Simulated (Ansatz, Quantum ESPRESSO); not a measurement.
**CsH (Pm-3m): third-order response**

Which lines does CsH (Pm-3m) show in Raman and infrared spectra?

Main program and level: Quantum ESPRESSO 8.0 development, patched; DFT LDA, scalar-relativistic, plane waves, PseudoDojo norm-conserving pseudopotentials.

**1. The structure**

The structure is cubic, space group Pm-3m (No. 221). The conventional cell has a = 3.818 Å, b = 3.818 Å, c = 3.818 Å, α = 90.00°, β = 90.00°, γ = 90.00°. Cs has 8 H at 3.31 Å nearest. Nearest to H lie 8 Cs at 3.31 Å. Farther neighbours are not listed.

**2. A first look**

Before anything dear is run, a loose run with smearing shows whether this is a metal and how far the cell is from rest.

probe.in reads:

```
&control
   calculation = 'scf'
   prefix = 'x'
   outdir = './tmp'
   pseudo_dir = './pseudo'
   tprnfor = .true.
   tstress = .true.
   verbosity = 'high'
/
&system
   ibrav = 1
   celldm(1) = 7.21574637
   nat = 2
   ntyp = 2
   ecutwfc = 74.0
   occupations = 'smearing'
   smearing = 'gaussian'
   degauss = 0.01
/
&electrons
   conv_thr = 1.0d-07
   mixing_beta = 0.7
   electron_maxstep = 100
/
ATOMIC_SPECIES
 Cs    132.9055  Cs.upf
 H       1.0080  H.upf
ATOMIC_POSITIONS crystal
 Cs     0.000000000   0.000000000   0.000000000
 H      0.500000000   0.500000000   0.500000000
K_POINTS automatic
 6 6 6 0 0 0
```

Command:

```bash
> OMP_NUM_THREADS=1 mpirun -n 2 pw.x -nk 2 -in probe.in > probe.out
```

The log of the run:

```text
[banners, grids, parts of the stress and lines that vanish by symmetry left out]
Program PWSCF v.8.0dev
     bravais-lattice index     =            1
     lattice parameter (alat)  =       7.2157  a.u.
[...]
kinetic-energy cutoff     =      74.0000  Ry
     charge density cutoff     =     296.0000  Ry
     scf convergence threshold =      1.0E-07
[...]
Exchange-correlation= SLA-PW-NOGX-NOGC
                           (   1   4   0   0   0   0   0)
[...]
48 Sym. Ops., with inversion, found
[...]
(     0          1          0      )
                  (     0          0          1      )
[...]
(  0.0000000  1.0000000  0.0000000 )
                  (  0.0000000  0.0000000  1.0000000 )
[...]
(     0         -1          0      )
                  (     0          0          1      )
[...]
(     0          0          1      )
                  (     1          0          0      )
[...]
( -1.0000000  0.0000000  0.0000000 )
                  (  0.0000000  1.0000000  0.0000000 )
[...]
number of k points=    20  Gaussian smearing, width (Ry)=  0.0100
[...]
c_bands:  1 eigenvalues not converged
[...]
End of self-consistent calculation
[...]
the Fermi energy is     5.2995 ev
!    total energy              =     -48.05510833 Ry
[...]
convergence has been achieved in   6 iterations
[...]
atom    1 type  1   force =     0.00000000    0.00000000    0.00000000
     atom    2 type  2   force =     0.00000000    0.00000000    0.00000000
[...]
Total force =     0.000000     Total SCF correction =     0.000000
[...]
total   stress  (Ry/bohr**3)                   (kbar)     P=      -19.53
[...]
XML data file, charge density, pseudopotentials, collected wavefunctions

   JOB DONE.
```

Elapsed: 5.3 s, on 2 MPI ranks of Intel Xeon Platinum 8488C (Sapphire Rapids), shared host; 10 s of CPU time.

This step gave:

* volume per atom: 27.84 Å³
* pressure: -1.953 GPa
* gap on the k-mesh: 2.298 eV

A gap of 2.3 eV opens on this mesh, so the crystal is taken as an insulator; the start stands at -2.0 GPa.

**3. Relaxation**

The relaxation runs at a cutoff a fifth above that of the response, since stress converges more slowly with the basis than frequencies do. Forces and stress are brought to rest with tight thresholds.

relax.in reads:

```
&control
   calculation = 'vc-relax'
   prefix = 'x'
   outdir = './tmp'
   pseudo_dir = './pseudo'
   tprnfor = .true.
   tstress = .true.
   forc_conv_thr = 2.0d-05
   etot_conv_thr = 1.0d-07
   nstep = 40
/
&system
   ibrav = 1
   celldm(1) = 7.21574637
   nat = 2
   ntyp = 2
   ecutwfc = 89
   occupations = 'fixed'
   nbnd = 7
/
&electrons
   conv_thr = 1.0d-11
   mixing_beta = 0.7
   electron_maxstep = 100
/
&ions
/
&cell
   press_conv_thr = 0.2
/
ATOMIC_SPECIES
 Cs    132.9055  Cs.upf
 H       1.0080  H.upf
ATOMIC_POSITIONS crystal
 Cs     0.000000000   0.000000000   0.000000000
 H      0.500000000   0.500000000   0.500000000
K_POINTS automatic
 6 6 6 0 0 0
```

Command:

```bash
> OMP_NUM_THREADS=1 mpirun -n 2 pw.x -nk 2 -in relax.in > relax.out
```

The log of the run:

```text
[banners, grids, parts of the stress and lines that vanish by symmetry left out]
[banner, memory and clock lines left out]
Program PWSCF v.8.0dev

[...]
kinetic-energy cutoff     =      89.0000  Ry
     charge density cutoff     =     356.0000  Ry
     scf convergence threshold =      1.0E-11
[...]
energy convergence thresh.=      1.0E-07
     force convergence thresh. =      2.0E-05
     press convergence thresh. =      2.0E-01
     Exchange-correlation= SLA-PW-NOGX-NOGC
                           (   1   4   0   0   0   0   0)
[...]
48 Sym. Ops., with inversion, found
[...]
number of k points=    20
[...]
c_bands: 1 eigenvalues not converged on the other pools
[...]
End of self-consistent calculation
[...]
highest occupied, lowest unoccupied level (ev):     4.2486    6.5462
!    total energy              =     -48.05511915 Ry
[...]
convergence has been achieved in  11 iterations
[...]
atom    1 type  1   force =     0.00000000    0.00000000    0.00000000
     atom    2 type  2   force =     0.00000000    0.00000000    0.00000000
     Total force =     0.000000     Total SCF correction =     0.000000
[...]
total   stress  (Ry/bohr**3)                   (kbar)     P=      -19.56
[...]
number of bfgs steps    =   0
[...]
CELL_PARAMETERS (alat=  7.21574637)
[...]
ATOMIC_POSITIONS (crystal)
Cs               0.0000000000        0.0000000000        0.0000000000
H                0.5000000000        0.5000000000        0.5000000000
[...]
New effective cutoffs (rho, wfc):  357.98   89.58
[...]
End of self-consistent calculation
[...]
highest occupied, lowest unoccupied level (ev):     4.3212    6.6418
!    total energy              =     -48.05560416 Ry
[...]
convergence has been achieved in   5 iterations
[...]
atom    1 type  1   force =     0.00000000    0.00000000    0.00000000
     atom    2 type  2   force =     0.00000000    0.00000000    0.00000000
     Total force =     0.000000     Total SCF correction =     0.000000
[...]
total   stress  (Ry/bohr**3)                   (kbar)     P=      -18.65
[...]
number of bfgs steps    =   1
[...]
WARNING: bfgs curvature condition failed, Theta= 0.844
[...]
CELL_PARAMETERS (alat=  7.21574637)
[...]
ATOMIC_POSITIONS (crystal)
Cs               0.0000000000        0.0000000000        0.0000000000
H                0.5000000000        0.5000000000        0.5000000000
[...]
New effective cutoffs (rho, wfc):  361.59   90.48
[...]
End of self-consistent calculation
[...]
highest occupied, lowest unoccupied level (ev):     4.4320    6.7880
!    total energy              =     -48.05628122 Ry
[...]
convergence has been achieved in   6 iterations
[...]
atom    1 type  1   force =     0.00000000    0.00000000    0.00000000
     atom    2 type  2   force =     0.00000000    0.00000000    0.00000000
     Total force =     0.000000     Total SCF correction =     0.000000
[...]
total   stress  (Ry/bohr**3)                   (kbar)     P=      -17.19
[...]
number of bfgs steps    =   2
[...]
CELL_PARAMETERS (alat=  7.21574637)
[...]
ATOMIC_POSITIONS (crystal)
[...]
New effective cutoffs (rho, wfc):  367.11   91.86
[...]
convergence has been achieved in   7 iterations
[...]
atom    1 type  1   force =     0.00000000    0.00000000    0.00000000
     atom    2 type  2   force =     0.00000000    0.00000000    0.00000000
     Total force =     0.000000     Total SCF correction =     0.000000
[...]
total   stress  (Ry/bohr**3)                   (kbar)     P=       -2.20
[...]
number of bfgs steps    =   5
[...]
New effective cutoffs (rho, wfc):  392.48   98.21
[...]
highest occupied, lowest unoccupied level (ev):     5.3939    7.8134
!    total energy              =     -48.05902821 Ry
[...]
convergence has been achieved in   6 iterations
[...]
atom    1 type  1   force =     0.00000000    0.00000000    0.00000000
     atom    2 type  2   force =     0.00000000    0.00000000    0.00000000
     Total force =     0.000000     Total SCF correction =     0.000000
[...]
total   stress  (Ry/bohr**3)                   (kbar)     P=        0.29
[...]
number of bfgs steps    =   6
[...]
New effective cutoffs (rho, wfc):  392.07   98.11
[...]
highest occupied, lowest unoccupied level (ev):     5.3808    7.8011
!    total energy              =     -48.05902871 Ry
[...]
convergence has been achieved in   5 iterations
[...]
atom    1 type  1   force =     0.00000000    0.00000000    0.00000000
     atom    2 type  2   force =     0.00000000    0.00000000    0.00000000
     Total force =     0.000000     Total SCF correction =     0.000000
[...]
total   stress  (Ry/bohr**3)                   (kbar)     P=       -0.01
[...]
number of bfgs steps    =   7
[...]
small trust_radius: resetting bfgs history
[...]
CELL_PARAMETERS (alat=  7.21574637)
[...]
ATOMIC_POSITIONS (crystal)
[...]
New effective cutoffs (rho, wfc):  392.07   98.11
[...]
End of self-consistent calculation
[...]
highest occupied, lowest unoccupied level (ev):     5.3808    7.8011
!    total energy              =     -48.05902871 Ry
[...]
convergence has been achieved in   1 iterations
[...]
atom    1 type  1   force =     0.00000000    0.00000000    0.00000000
     atom    2 type  2   force =     0.00000000    0.00000000    0.00000000
     Total force =     0.000000     Total SCF correction =     0.000000
[...]
total   stress  (Ry/bohr**3)                   (kbar)     P=       -0.01
[...]
bfgs converged in   9 scf cycles and   8 bfgs steps
[...]
End of BFGS Geometry Optimization
     Final enthalpy           =     -48.0590287083 Ry
     File ./tmp/x.bfgs deleted, as requested
[...]
CELL_PARAMETERS (alat=  7.21574637)
[...]
ATOMIC_POSITIONS (crystal)
Cs               0.0000000000        0.0000000000        0.0000000000
H                0.5000000000        0.5000000000        0.5000000000
[...]
Final scf calculation at the relaxed structure.
[...]
kinetic-energy cutoff     =      89.0000  Ry
     charge density cutoff     =     356.0000  Ry
     scf convergence threshold =      1.0E-13
[...]
press convergence thresh. =      2.0E-01
     Exchange-correlation= SLA-PW-NOGX-NOGC
                           (   1   4   0   0   0   0   0)
[...]
48 Sym. Ops., with inversion, found
[...]
number of k points=    20
[...]
c_bands: 2 eigenvalues not converged on the other pools
[...]
End of self-consistent calculation
[...]
highest occupied, lowest unoccupied level (ev):     5.3808    7.8011
!    total energy              =     -48.05902665 Ry
[...]
convergence has been achieved in  13 iterations
[...]
atom    1 type  1   force =     0.00000000    0.00000000    0.00000000
     atom    2 type  2   force =     0.00000000    0.00000000    0.00000000
     Total force =     0.000000     Total SCF correction =     0.000000
[...]
total   stress  (Ry/bohr**3)                   (kbar)     P=        0.00
[...]
XML data file, charge density, pseudopotentials, collected wavefunctions
```

Run time: 45 s. Hardware: 2 MPI ranks.

The steps of the relaxation:

| step | energy less that of the first step (eV) | largest force (eV/Å) | pressure (GPa) | volume (Å³) |
| --- | --- | --- | --- | --- |
| 1 | 0.0000 | 0.0000 | -1.96 | 55.67 |
| 2 | -0.0066 | 0.0000 | -1.86 | 55.12 |
| 3 | -0.0158 | 0.0000 | -1.72 | 54.30 |
| 4 | -0.0280 | 0.0000 | -1.47 | 53.08 |
| 5 | -0.0422 | 0.0000 | -1.04 | 51.28 |
| 6 | -0.0528 | 0.0000 | -0.22 | 48.67 |
| 7 | -0.0532 | 0.0000 | 0.03 | 48.01 |
| 8 | -0.0532 | 0.0000 | 0.00 | 48.09 |
| 9 | -0.0532 | 0.0000 | 0.00 | 48.09 |
| 10 | -0.0532 | 0.0000 | 0.00 | 48.09 |

| conventional cell, symmetrised | before | after | change |
| --- | --- | --- | --- |
| a (Å) | 3.818 | 3.637 | -4.8 % |
| b (Å) | 3.818 | 3.637 | -4.8 % |
| c (Å) | 3.818 | 3.637 | -4.8 % |
| volume (Å³/atom) | 27.84 | 24.05 | -13.6 % |

Final coordinates:

```
CELL_PARAMETERS angstrom
3.63654 0.00000 0.00000
0.00000 3.63654 0.00000
0.00000 0.00000 3.63654
ATOMIC_POSITIONS crystal
Cs 0.00000 0.00000 0.00000
H 0.50000 0.50000 0.50000
```

The last row of the table of steps is pw.x's closing run on a basis chosen anew for the final cell, so its energy can jump.

Numbers from this step:

```
volume per atom   : 24.05 Å³
pressure          : 0 GPa
gap on the k-mesh : 2.420 eV
```

The volume changes by -13.6 % from the cell with which this run began.

**4. Ground state**

Perturbation theory inherits every error of the wavefunctions, so the threshold is set near the limit of the arithmetic. With a gap, occupations are fixed, which also allows the response to an electric field.

scf.in reads:

```
&control
   calculation = 'scf'
   prefix = 'x'
   outdir = './tmp'
   pseudo_dir = './pseudo'
   tprnfor = .true.
   tstress = .true.
/
&system
   ibrav = 1
   celldm(1) = 6.87205571
   nat = 2
   ntyp = 2
   ecutwfc = 74.0
   occupations = 'fixed'
   nbnd = 7
/
&electrons
   conv_thr = 1.0d-12
   mixing_beta = 0.7
   electron_maxstep = 100
/
ATOMIC_SPECIES
 Cs    132.9055  Cs.upf
 H       1.0080  H.upf
ATOMIC_POSITIONS crystal
 Cs     0.000000000   0.000000000   0.000000000
 H      0.500000000   0.500000000   0.500000000
K_POINTS automatic
 6 6 6 0 0 0
```

Command:

```bash
> OMP_NUM_THREADS=1 mpirun -n 2 pw.x -nk 2 -in scf.in > scf.out
```

The log of the run:

```text
[banners, grids, parts of the stress and lines that vanish by symmetry left out]
[banner, memory and clock lines left out]
Program PWSCF v.8.0dev

[...]
kinetic-energy cutoff     =      74.0000  Ry
     charge density cutoff     =     296.0000  Ry
     scf convergence threshold =      1.0E-12
[...]
Exchange-correlation= SLA-PW-NOGX-NOGC
                           (   1   4   0   0   0   0   0)
[...]
48 Sym. Ops., with inversion, found
[...]
number of k points=    20
[...]
c_bands:  1 eigenvalues not converged
     c_bands: 1 eigenvalues not converged on the other pools
[...]
End of self-consistent calculation
[...]
highest occupied, lowest unoccupied level (ev):     5.3809    7.8012
!    total energy              =     -48.05901598 Ry
[...]
convergence has been achieved in  11 iterations
[...]
atom    1 type  1   force =     0.00000000    0.00000000    0.00000000
     atom    2 type  2   force =     0.00000000    0.00000000    0.00000000
     Total force =     0.000000     Total SCF correction =     0.000000
[...]
total   stress  (Ry/bohr**3)                   (kbar)     P=       -0.05
[...]
XML data file, charge density, pseudopotentials, collected wavefunctions
```

Wall time 6 s (2 MPI ranks).

Read from the output:

```
pressure : -0.005 GPa
```

The cell stands at -0.005 GPa, close enough for phonons.

(Continued in part 2 of 3.)

[Host names and launcher messages were left out of these logs when they were recorded.]

[Logs are printed without paths, hosts, clocks, repeated set-up lines and the standing remarks that a program may print on its own settings, such as how far it seeks lower states.]

[Hosts, paths, dates, database ids (printed as entryN), source tags and the programs' standing remarks are cut or masked in the printed files.]
